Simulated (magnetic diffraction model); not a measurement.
**CeTiAl: what an assumed order does to the neutron pattern**

Space group Pnma (no. 62), a = 7.6080 Å, b = 4.5380 Å, c = 7.2420 Å.

```csv
site,atom,x,y,z
4c,Ce,0.0124,3/4,0.3233
4c,Ti,0.7009,3/4,0.6155
4c,Al,0.3664,3/4,0.5788
```

This is a made-up structure (elements placed in a structure type, unrelaxed), so the numbers test the method and describe no known phase.

Only Ce is taken to order (form factors of Ce3+); orders and moment sizes are assumed, and not adapted to the symmetry. Radiation: neutrons of λ = 4.2 Å, 1.5° to 100°; isotropic B of 0.23 Å² (Ce), 0.45 Å² (Ti) and 0.44 Å² (Al). Simulated constant-wavelength pattern: nuclear and magnetic terms add, the magnetic one as |2.695 fm × Σ f S⊥ exp(2πi Q·r) exp(−B s²)|², summed over all Q at one angle with the factor 1/(sin²θ cos θ). For a modulated order the moment at position r is S exp(−2πi k·r) + c.c., with S = m/2 for a sine wave of amplitude m and S = m(u + iv)/2 for moments turning in a plane, u and v being orthogonal unit vectors in it; the phase factor of the sum at Q = H + k is then exp(2πi H·r). Free-ion form factors, Sears's scattering lengths of 1992, no absorption; a label names one of the reflections at its angle. The strongest nuclear line in the range is 100, and lines under 0.2 are left out.

Assume the order k = (0 1/5 0), moments turning in the plane of [100] and [001], 1.44 μB on Ce; signs + at (0.0124, 3/4, 0.3233), + at (0.4876, 1/4, 0.8233), + at (0.5124, 3/4, 0.1767), + at (0.9876, 1/4, 0.6767).

Q: Where does magnetic intensity appear, and how strong is it?

```
2θ (°)      index  nuclear  magnetic
 10.62  (0 1/5 0)      0.0     278.5
 47.20    (1 0 1)      3.5       0.0
 48.52  (1 1/5 1)      0.0       5.9
 56.10  (0 4/5 1)      0.0      14.3
 66.20    (0 1 1)     62.4       0.0
 67.02    (2 0 0)     64.3       0.0
 68.08  (2 1/5 0)      0.0       7.9
 70.89    (0 0 2)      2.4       0.0
 71.93  (0 1/5 2)      0.0       2.7
 75.45    (1 1 1)    100.0       0.0
 77.16    (2 0 1)     26.9       0.0
 77.58  (0 6/5 1)      0.0       9.3
 78.16  (2 1/5 1)      0.0       0.2
 79.92    (1 0 2)     51.0       0.0
 92.17    (2 1 0)     37.3       0.0
 92.97  (2 4/5 1)      0.0      10.2
 95.69  (1 4/5 2)      0.0       7.9
```

The strongest magnetic line in the range is (0 1/5 0) at 10.62° (278.5). On top of the Lorentz factor, which all lines share, magnetic lines fade with angle because f falls: for Ce3+ it is 0.96, 0.86, 0.71 and 0.43 at sin θ/λ = 0.1, 0.2, 0.3 and 0.5 Å⁻¹, while nuclear lengths stay constant. The order has no net moment.

[Logs are printed without paths, hosts, clocks, repeated set-up lines and the standing remarks that a program may print on its own settings, such as how far it seeks lower states.]
